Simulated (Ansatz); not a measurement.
# PtC (model cell, started as zinc blende): from the cell to its phonons

Aim: the vibrations of PtC (model cell, started as zinc blende), their spectra, and whether the structure is stable.

Program: Ansatz 0.2.0. Level of theory: DFT PBE, scalar-relativistic, plane waves, PAW. Results are calculated unless marked as measured.

Report form: the programs' logs are mostly left out.

The structure was built from a prototype and need not be the compound's stable phase.

### Step 1. The starting structure

Symmetry: F-43m, No. 216, cubic system. The conventional cell has a = 4.613 Å, b = 4.613 Å, c = 4.613 Å, α = 90.00°, β = 90.00°, γ = 90.00°. Nearest to Pt lie 4 C at 2.00 Å. Nearest to C lie 4 Pt at 2.00 Å. Farther neighbours are not listed.

### Step 2. Coarse relaxation

The start is far from rest, so a relaxation with loose tolerances brings it close first.

The input, input.yaml:

```yaml
crystal:
  lattice:
    - [0.0, 2.30651, 2.30651]
    - [2.30651, 0.0, 2.30651]
    - [2.30651, 2.30651, 0.0]
  atoms:
    - { symbol: Pt, position: [0.0, 0.0, 0.0] }
    - { symbol: C, position: [0.25, 0.25, 0.25] }
kpoints:
  mp_grid: { grid: [8, 8, 8] }
hamiltonian:
  xc: pbe
scf:
  occupations: { method: gaussian, width: 0.1 }
output:
  forces: true
  stress: true
  eigenvalues: true
relax:
  adjacent_minimum: "off"
  f_tol: 0.05
  max_steps: 80
  cell: { stress_tol: 0.5 }
```

Run with:

```sh
$ ansatz run input.yaml --threads 4 --pin off --max-ram 7168MiB --backend cpu --events-out ev --progress --plain --runs-dir out
```

Wall time 1.4 s (4 threads of Arm Neoverse V1, shared host); peak memory 0.3 GiB.

The steps of the relaxation:

| step | energy less that of the first step (eV) | largest force component (eV/Å) | pressure (GPa) | volume (Å³) |
| --- | --- | --- | --- | --- |
| 1 | 0.0000 | 0.0000 | 17.85 | 24.54 |
| 2 | -0.0886 | 0.0000 | 0.21 | 26.27 |
| 3* | -0.0921 | 0.0000 | 0.34 | 26.27 |

Relaxation steps marked * repeat the geometry before them on a plane-wave basis chosen anew for their cell, so energy and pressure can jump there.

Forces are held to the 24 operations that the run works with; a distortion that breaks them can't arise in this run.

| conventional cell, symmetrised | before | after | change |
| --- | --- | --- | --- |
| a (Å) | 4.613 | 4.719 | +2.3 % |
| b (Å) | 4.613 | 4.719 | +2.3 % |
| c (Å) | 4.613 | 4.719 | +2.3 % |
| volume (Å³/atom) | 12.27 | 13.13 | +7.0 % |

The relaxed structure:

```
Pt C
1.0
     0.00000    2.35943    2.35943
     2.35943    0.00000    2.35943
     2.35943    2.35943    0.00000
Pt C
1 1
Direct
  0.00000 0.00000 0.00000
  0.25000 0.25000 0.25000
```

Numbers from this step:

| Quantity | Value |
| --- | --- |
| pressure | 0.3380 GPa |
| volume per atom | 13.13 Å³ |
| gap on the k-mesh | 0 eV |

In this step the volume went from 12.27 to 13.13 Å³/atom.

### Step 3. Bringing the structure to rest

The cell and atoms are relaxed, since residual forces and stress would shift the frequencies.

The input, input.yaml:

```yaml
crystal:
  lattice:
    - [0.0, 2.3594289694, 2.3594289694]
    - [2.3594289694, 0.0, 2.3594289694]
    - [2.3594289694, 2.3594289694, 0.0]
  atoms:
    - { symbol: Pt, position: [0.0, 0.0, 0.0] }
    - { symbol: C, position: [0.25, 0.25, 0.25] }
kpoints:
  mp_grid: { grid: [14, 14, 14] }
hamiltonian:
  xc: pbe
scf:
  occupations: { method: gaussian, width: 0.1 }
output:
  forces: true
  stress: true
  eigenvalues: true
  write_density: true
  write_potential: true
  elf: true
  volumetric_format: npy
relax:
  adjacent_minimum: "off"
  f_tol: 0.005
  max_steps: 80
  cell: { stress_tol: 0.05 }
```

Run time: 5.3 s. Hardware: 4 threads; peak memory 0.37 GiB.

Little changed from the start: no atom moved by 0.005 Å and no cell edge by 0.1 %.

This step gave:

```yaml
pressure: 0.002355 GPa
```

ELF in the ac plane of a cell with a along [110], b along [-110] and c along [001] of the cube at fractional y = 0.000, with atoms of Pt and C within 0.2 Å of it. It is the smooth field of the valence electrons, not physical close to the nuclei.

Values, 7 rows by 16 columns, each cell a mean:
```
0.64 0.49 0.45 0.61 0.63 0.53 0.43 0.60 0.64 0.49 0.45 0.61 0.63 0.53 0.43 0.60
0.34 0.37 0.68 0.47 0.30 0.69 0.49 0.33 0.34 0.37 0.68 0.47 0.30 0.69 0.49 0.33
0.09 0.21 0.51 0.63 0.62 0.59 0.32 0.12 0.09 0.21 0.51 0.63 0.62 0.59 0.32 0.12
0.02 0.06 0.16 0.27 0.29 0.21 0.09 0.03 0.02 0.06 0.16 0.27 0.29 0.21 0.09 0.03
0.13 0.11 0.10 0.12 0.13 0.11 0.10 0.13 0.13 0.11 0.10 0.12 0.13 0.11 0.10 0.13
0.42 0.30 0.19 0.14 0.13 0.17 0.25 0.38 0.42 0.30 0.19 0.14 0.13 0.17 0.25 0.38
0.67 0.56 0.30 0.23 0.22 0.25 0.46 0.65 0.67 0.56 0.30 0.23 0.22 0.25 0.46 0.65
```
Columns run along a (6.7 Å), rows up along c (4.7 Å), edges of the conventional cell, whose origin can differ from the input's. Atoms in or near the plane, at fractional coordinates: Pt at (0.50, 0.00), Pt at (0.00, 0.00), C at (0.75, 0.75), C at (0.25, 0.75).

Electrostatic potential energy in the ac plane of a cell with a along [110], b along [-110] and c along [001] of the cube at fractional y = 0.000, with atoms of Pt and C within 0.2 Å of it. With pseudopotentials it is smooth inside the atoms' cores, unlike the true potential.

Ten even steps from '0' (-66 eV) to '9' (20 eV), each cell a mean:
```
0158998510037999730
3578668743368757863
7885116887887303788
9995116999998303899
9998668999999757999
9999999999999999999
9999999999999999999
9999999999999999999
9999999999999999999
9999999999999999999
5789999875689999986
1369999631158999841
0158998510037999720
```
Columns run along a (6.7 Å; values clipped at the 3rd and 97th percentile), rows up along c (4.7 Å), edges of the conventional cell, whose origin can differ from the input's. Atoms in or near the plane, at fractional coordinates: Pt at (0.50, 0.00), Pt at (0.00, 0.00), C at (0.75, 0.75), C at (0.25, 0.75).

Valence density in the ac plane of a cell with a along [110], b along [-110] and c along [001] of the cube at fractional y = 0.000, with atoms of Pt and C within 0.2 Å of it. It is the smooth field of the valence electrons, not physical close to the nuclei.

Ten even steps from '0' (0 e/Å³) to '9' (11 e/Å³), each cell a mean:
```
8510000158730000037
4200110124310010013
0001111000000111000
0000110000000111000
0000000000000010000
0000000000000000000
0000000000000000000
0000000000000000000
0000000000000000000
0000000000000000000
1100000011100000001
6310000136520000025
9610000269840000048
```
Columns run along a (6.7 Å), rows up along c (4.7 Å), edges of the conventional cell, whose origin can differ from the input's. Atoms in or near the plane, at fractional coordinates: Pt at (0.50, 0.00), Pt at (0.00, 0.00), C at (0.75, 0.75), C at (0.25, 0.75).

In this step the volume went from 13.13 to 13.13 Å³/atom.

### Step 4. Relaxing to small forces for the phonons

Phonons need a cell at rest on their own settings, so the relaxation is repeated with tight tolerances on forces and stress, using the mesh and the filling of the phonon run that follows.

The input, input.yaml:

```yaml
crystal:
  lattice:
    - [0.0, 2.3591085427, 2.3591085427]
    - [2.3591085427, 0.0, 2.3591085427]
    - [2.3591085427, 2.3591085427, 0.0]
  atoms:
    - { symbol: Pt, position: [0.0, 0.0, 0.0] }
    - { symbol: C, position: [0.25, 0.25, 0.25] }
kpoints:
  mp_grid: { grid: [16, 16, 16] }
hamiltonian:
  xc: pbe
scf:
  occupations: { method: methfessel_paxton, width: 0.15 }
output:
  forces: true
  stress: true
  eigenvalues: true
relax:
  adjacent_minimum: "off"
  f_tol: 0.001
  max_steps: 60
  cell: { stress_tol: 0.01 }
```

The job ended after 18 s (4 threads; peak memory 0.4 GiB).

Little changed from the start: no atom moved by 0.005 Å and no cell edge by 0.1 %.

Numbers from this step:

```
pressure        : 0.001983 GPa
volume per atom : 13.12 Å³
```

The forces vanish by symmetry and the pressure is 0.002 GPa, within the tolerances set. The cell now holds 13.12 Å³/atom.

### Step 5. Linear response at the zone centre

The zone centre comes first: it holds the modes that light can see, as far as symmetry allows. No field response is asked, since the mesh shows no gap.

input.yaml, the sections that differ from step 4:

```yaml
crystal:
  lattice:
    - [0.0, 2.3587990055, 2.3587990055]
    - [2.3587990055, 0.0, 2.3587990055]
    - [2.3587990055, 2.3587990055, 0.0]
  atoms:
    - { symbol: Pt, position: [0.0, 0.0, 0.0] }
    - { symbol: C, position: [0.25, 0.25, 0.25] }
output:
  eigenvalues: true
phonons:
  method: dfpt
# kpoints, hamiltonian, scf: as in step 4
# relax: removed
```

Run time: 15 s. Hardware: 4 threads; peak memory 0.64 GiB.

This step gave:

| Item | Value |
| --- | --- |
| sum-rule residual before enforcement | 6.87e-5 eV/Å² |
| point group | -43m |
| highest optical mode at the zone centre (no LO-TO term) | 536.6 cm⁻¹ |
| lowest optical zone-centre mode | 536.6 cm⁻¹ |

Patterns of degenerate modes are one choice out of their space. The modes at Γ (shares of kinetic energy by element, %):

| mode | frequency (cm⁻¹) | symmetry | Pt % | C % |
| --- | --- | --- | --- | --- |
| 1 | 0.0 | acoustic | 94 | 6 |
| 2 | 0.0 | acoustic | 94 | 6 |
| 3 | 0.0 | acoustic | 94 | 6 |
| 4 | 536.6 | T2 | 6 | 94 |
| 5 | 536.6 | T2 | 6 | 94 |
| 6 | 536.6 | T2 | 6 | 94 |

Displacements in mode 6 (536.6 cm⁻¹), the largest set to 1:
```
Pt1  0.00  0.00 -0.06
C2   0.00  0.00  1.00
```

Before it was imposed, the acoustic sum rule was missed by 6.9e-5 eV/Å². Small misses are needed for a sound result but don't prove that mesh and cutoff are converged. The lowest optical mode is real, 537 cm⁻¹.

### Step 6. The dispersion

Stability and thermal properties need the whole zone. Linear response on a 4×4×4 q mesh gives force constants as far as a supercell of that size would.

Edit input.yaml of step 5 so:

```diff
@@ -18 +18,8 @@
   method: dfpt
+  qmesh: [4, 4, 4]
+  temperatures: { t_max: 1000, t_step: 50 }
+  qpath:
+    path:
+      - [[0.0, 0.0, 0.0], [-0.5, -0.5, 0.0], [-0.375, -0.375, 0.25]]
+      - [[-0.375, 0.0, 0.375], [0.0, 0.0, 0.0], [0.0, 0.0, 0.5], [-0.5, -0.25, 0.25], [-0.5, -0.5, 0.0]]
+    npoints: 10
```

Run time: 8 min. Hardware: 4 threads; peak memory 3.6 GiB; 23 min of CPU time.

This step gave:

| Item | Value |
| --- | --- |
| sum-rule residual before enforcement | 6.58e-5 eV/Å² |
| lowest frequency on the path | 0 cm⁻¹ |
| highest frequency on the path or at a solved wavevector | 611.9 cm⁻¹ |
| mean frequency | 303.5 cm⁻¹ |
| Debye temperature (second moment) | 702 K |
| logarithmic mean frequency | 198 cm⁻¹ |
| lowest mode on the q mesh (acoustic modes at Γ apart) | 43.38 cm⁻¹ |
| zero-point energy per atom | 56.45 meV |
| heat capacity at 300 K | 19.83 J/(mol atoms K) |
| vibrational entropy at 300 K | 29.19 J/(mol atoms K) |
| edges of the widest gap between branches, on path and mesh | 140, 438.1 cm⁻¹ |

Frequencies (cm⁻¹) solved at each irreducible wavevector; negative means imaginary. Frequencies by wavevector, by row:

| q in reciprocal lattice units | star | mode 1 | mode 2 | mode 3 | mode 4 | mode 5 | mode 6 |
| --- | --- | --- | --- | --- | --- | --- | --- |
| 0 0 0 | 1 | 0 | 0 | 0 | 536.6 | 536.6 | 536.6 |
| 0 0 0.25 | 8 | 44 | 44 | 108.9 | 523.7 | 523.7 | 571.7 |
| 0 0 -0.5 | 4 | 71.3 | 71.3 | 124.5 | 506.8 | 506.8 | 546.8 |
| 0 0.25 0.25 | 6 | 53.8 | 53.8 | 124.3 | 535.3 | 535.3 | 567.6 |
| 0 0.25 -0.5 | 24 | 54.9 | 71 | 131.2 | 476 | 500.1 | 578.9 |
| 0 0.25 -0.25 | 12 | 56 | 69.4 | 132.4 | 492.2 | 508.1 | 585.5 |
| 0 -0.5 -0.5 | 3 | 43.4 | 43.4 | 122.1 | 438.1 | 438.1 | 611.9 |
| 0.25 -0.5 -0.25 | 6 | 50.6 | 92.5 | 140 | 478.9 | 506.3 | 582.9 |

Interpolated from a 4×4×4 q mesh. Phonon branches along the path, in cm⁻¹:

| point | branch 1 | branch 2 | branch 3 | branch 4 | branch 5 | branch 6 |
| --- | --- | --- | --- | --- | --- | --- |
| Γ | 0 | 0 | 0 | 537 | 537 | 537 |
| halfway | 54 | 54 | 124 | 535 | 535 | 568 |
| X | 43 | 43 | 122 | 438 | 438 | 612 |
| halfway | 46 | 58 | 126 | 447 | 455 | 604 |
| U | 53 | 75 | 134 | 463 | 487 | 590 |
| jump to K | 53 | 75 | 134 | 463 | 487 | 590 |
| halfway | 53 | 53 | 122 | 512 | 519 | 584 |
| Γ | 0 | 0 | 0 | 537 | 537 | 537 |
| halfway | 44 | 44 | 109 | 524 | 524 | 572 |
| L | 71 | 71 | 125 | 507 | 507 | 547 |
| halfway | 54 | 80 | 133 | 477 | 507 | 574 |
| W | 51 | 92 | 140 | 479 | 506 | 583 |
| halfway | 44 | 72 | 131 | 458 | 470 | 598 |
| X | 43 | 43 | 122 | 438 | 438 | 612 |

Tetrahedra on a 24×24×24 mesh, mean over bins of 5 cm-1. Interpolated from a 4×4×4 q mesh. Table of phonon density of states by wavenumber; read off at these points:

| wavenumber (cm⁻¹) | phonon density of states (1/cm⁻¹/cell) |
| --- | --- |
| 2 | 2.0e-5 |
| 18 | 0.00103 |
| 38 | 0.007 |
| 52 | 0.0934 |
| 68 | 0.0314 |
| 82 | 0.0201 |
| 102 | 0.00256 |
| 118 | 0.00755 |
| 132 | 0.0696 |
| 152 | 0 |
| 168 | 0 |
| 182 | 0 |
| 202 | 0 |
| 218 | 0 |
| 232 | 0 |
| 248 | 0 |
| 268 | 0 |
| 282 | 0 |
| 298 | 0 |
| 318 | 0 |
| 332 | 0 |
| 348 | 0 |
| 368 | 0 |
| 382 | 0 |
| 398 | 0 |
| 412 | 0 |
| 432 | 0 |
| 448 | 0.00277 |
| 462 | 0.00803 |
| 478 | 0.0370 |
| 482 | 0.0226 |
| 498 | 0.0232 |
| 508 | 0.0755 |
| 512 | 0.0285 |
| 532 | 0.0133 |
| 548 | 0.00131 |
| 562 | 0.0089 |
| 578 | 0.0456 |
| 582 | 0.0525 |
| 598 | 0.00569 |
| 612 | 2.2e-4 |

The partial phonon density of states has structure finer than the step of the table below, so its rows give means over 25 cm⁻¹, whole bins alone (the curve runs from -10 to 639 cm⁻¹). Peaks (cm⁻¹: height): C 476.1: 0.0259, 508.7: 0.0459, 578.2: 0.0423; Pt 51.3: 0.0648, 128.9: 0.0515.

Phonopy on the run's constants, 21x21x21 mesh, Gaussian sigma 4.6 cm-1. Interpolated from a 4×4×4 q mesh. Table of partial phonon density of states by wavenumber; means over each step; values in 1/cm⁻¹/cell:

| wavenumber (cm⁻¹) | C | Pt |
| --- | --- | --- |
| 25 | 2.0e-4 | 0.00328 |
| 50 | 0.00299 | 0.0436 |
| 75 | 0.00147 | 0.0273 |
| 100 | 1.7e-4 | 0.00464 |
| 125 | 1.8e-4 | 0.0309 |
| 150 | 8.8e-6 | 0.00514 |
| 175 | 0 | 0 |
| 200 | 0 | 0 |
| 225 | 0 | 0 |
| 250 | 0 | 0 |
| 275 | 0 | 0 |
| 300 | 0 | 0 |
| 325 | 0 | 0 |
| 350 | 0 | 0 |
| 375 | 0 | 0 |
| 400 | 0 | 0 |
| 425 | 9.3e-5 | 8.7e-6 |
| 450 | 0.00365 | 2.9e-4 |
| 475 | 0.0197 | 0.00149 |
| 500 | 0.0319 | 0.00177 |
| 525 | 0.0174 | 9.7e-4 |
| 550 | 0.00603 | 2.2e-4 |
| 575 | 0.0289 | 2.6e-4 |
| 600 | 0.00712 | 1.4e-5 |
| 625 | 1.2e-4 | 0 |

Second derivatives of the energy by pair, one row for each kind of neighbour of each atom listed. Each entry sums the pair over the periodic images of the supercell that the q mesh stands for, and in a polar crystal it holds the long-range dipole part too. Force constants by pair, by row:

| atom | neighbour | distance (Å) | third of the trace (eV/Å²) | along the pair's line (eV/Å²) |
| --- | --- | --- | --- | --- |
| Pt1 | itself | 0 | 13.11 | – |
| Pt1 | C | 2.043 | -2.867 | -7.548 |
| Pt1 | Pt | 3.336 | -0.0525 | -0.2082 |
| Pt1 | C | 3.912 | -0.1234 | -0.4876 |
| Pt1 | Pt | 4.718 | -0.0657 | -0.1148 |
| Pt1 | C | 5.141 | 0.0576 | 0.143 |
| Pt1 | Pt | 5.778 | 0.0409 | -0.0171 |
| Pt1 | C | 6.128 | 0.0105 | 0.0231 |
| Pt1 | C | 6.128 | 0.0255 | -0.0022 |
| C2 | itself | 0 | 11.81 | – |
| C2 | Pt | 2.043 | -2.867 | -7.548 |
| C2 | C | 3.336 | 0.1007 | -0.3716 |
| C2 | Pt | 3.912 | -0.1234 | -0.4876 |
| C2 | C | 4.718 | -0.0162 | 0.0796 |
| C2 | Pt | 5.141 | 0.0576 | 0.143 |
| C2 | C | 5.778 | -0.0103 | -0.057 |
| C2 | Pt | 6.128 | 0.0105 | 0.0231 |
| C2 | Pt | 6.128 | 0.0255 | -0.0022 |

Harmonic thermodynamic functions per atom, from the density of states. Interpolated from a 4×4×4 q mesh. Thermodynamic functions, by row:

| T (K) | F_vib (meV/atom) | S (J/mol-atom/K) | C_V (J/mol-atom/K) |
| --- | --- | --- | --- |
| 0 | 56.45 | 0 | 0 |
| 50 | 55.43 | 5.617 | 8.06 |
| 100 | 50.65 | 12.41 | 11.38 |
| 200 | 32.65 | 21.83 | 16.36 |
| 300 | 6.07 | 29.19 | 19.83 |
| 400 | -27.38 | 35.18 | 21.7 |
| 500 | -66.49 | 40.14 | 22.74 |
| 600 | -110.3 | 44.35 | 23.36 |
| 700 | -158.2 | 47.98 | 23.76 |
| 800 | -209.6 | 51.17 | 24.02 |
| 900 | -264.2 | 54.01 | 24.21 |
| 1000 | -321.5 | 56.57 | 24.34 |

Harmonic mean-square displacement, third of the trace. Interpolated from a 4×4×4 q mesh. Mean square displacements, by row:

| T (K) | Pt1 U_eq (Å²) | C2 U_eq (Å²) |
| --- | --- | --- |
| 0 | 0.00121 | 0.00361 |
| 100 | 0.00312 | 0.00555 |
| 300 | 0.00882 | 0.0116 |
| 600 | 0.01754 | 0.0217 |

Symmetry leaves 8 wavevectors to solve. The lowest mode among them, the acoustic zeros apart, lies at q = (0, -0.5, -0.5) and is real, 43.4 cm⁻¹.

### Step 7. Isotope substitution

An isotope changes the mass and not the force constants, so no new electronic calculation is needed; the shifts show which modes move this element.

The same force constants with the mass of C changed from 12.011 to 13.003 u (phonopy, no LO-TO term). Both lists are sorted by frequency; levels can cross, so a row need not hold one and the same mode. Modes under 3 cm⁻¹ are left out. Isotope shifts, by row:

| q | rank | natural mass (cm⁻¹) | changed mass (cm⁻¹) |
| --- | --- | --- | --- |
| 0 0 0 | 4 | 536.6 | 517 |
| 0 0 0 | 5 | 536.6 | 517 |
| 0 0 0 | 6 | 536.6 | 517 |
| 0 0 0.25 | 1 | 43.99 | 43.89 |
| 0 0 0.25 | 2 | 43.99 | 43.89 |
| 0 0 0.25 | 3 | 108.9 | 108.8 |
| 0 0 0.25 | 4 | 523.7 | 504.4 |
| 0 0 0.25 | 5 | 523.7 | 504.4 |
| 0 0 0.25 | 6 | 571.7 | 549.9 |
| 0 0 -0.5 | 1 | 71.32 | 71.17 |
| 0 0 -0.5 | 2 | 71.32 | 71.17 |
| 0 0 -0.5 | 3 | 124.5 | 124.5 |
| 0 0 -0.5 | 4 | 506.8 | 488.1 |
| 0 0 -0.5 | 5 | 506.8 | 488.1 |
| 0 0 -0.5 | 6 | 546.8 | 525.7 |
| 0 0.25 0.25 | 1 | 53.77 | 53.66 |
| 0 0.25 0.25 | 2 | 53.77 | 53.66 |
| 0 0.25 0.25 | 3 | 124.3 | 124.2 |
| 0 0.25 0.25 | 4 | 535.3 | 515.6 |
| 0 0.25 0.25 | 5 | 535.3 | 515.6 |
| 0 0.25 0.25 | 6 | 567.6 | 545.9 |

A mode of this element alone would shift by -3.89 %. The highest zone-centre frequency without the field goes from 536.6 to 517.0 cm⁻¹ (-3.7 %). The product of the frequency ratios over all optical modes at Γ is 0.894; the product rule, (m/m′)^(3k/2) (M′/M)^(3/2) with k = 1 such atoms and M the mass of the cell, gives 0.894.

### Step 8. Summary of results

```yaml
space_group_after_relaxation_within_0p01_a: F-43m
volume_per_atom: 13.1 Å³
electronic_character: no gap on this mesh
highest_optical_mode_at_the_zone_centre_no_lo_to_term: 537 cm⁻¹
lowest_optical_zone_centre_mode: 537 cm⁻¹
lowest_mode_on_the_q_mesh_acoustic_modes_at_gamma_apart: 43.4 cm⁻¹
highest_frequency_on_the_path_or_at_a_solved_wavevector: 612 cm⁻¹
zero_point_energy_per_atom: 56.5 meV
heat_capacity_at_300_k: 19.8 J/(mol atoms K)
vibrational_entropy_at_300_k: 29.2 J/(mol atoms K)
debye_temperature_second_moment: 702 K
imaginary_modes_on_the_4x4x4_q_mesh: none
```

In words: The structure is a minimum as far as tested: no mode is imaginary at the 8 irreducible wavevectors of the 4×4×4 mesh, and the softest away from the acoustic zeros lies at 43 cm⁻¹. The optical modes at Γ form one degenerate level at 537 cm⁻¹. The highest mode in this list at Γ, 536.6 cm⁻¹, is mostly motion of C (94 % of the kinetic energy). On the path and the mesh, the widest gap between branches runs from 140 to 438 cm⁻¹. With no gap, or one that is small against the smearing, the frequencies hang on the k mesh and the smearing, most of all near Kohn anomalies. Spin-orbit coupling is left out, which can matter for the heavy elements here. The starting cell was built on a prototype and not taken from a measurement, so the phase need not exist. These are harmonic frequencies at zero temperature: anharmonic shifts, linewidths and thermal expansion are left out.

[Logs are printed without paths, hosts, clocks, repeated set-up lines and the standing remarks that a program may print on its own settings, such as how far it seeks lower states.]

[Hosts, paths, dates, database ids (printed as entryN), source tags and the programs' standing remarks are cut or masked in the printed files.]
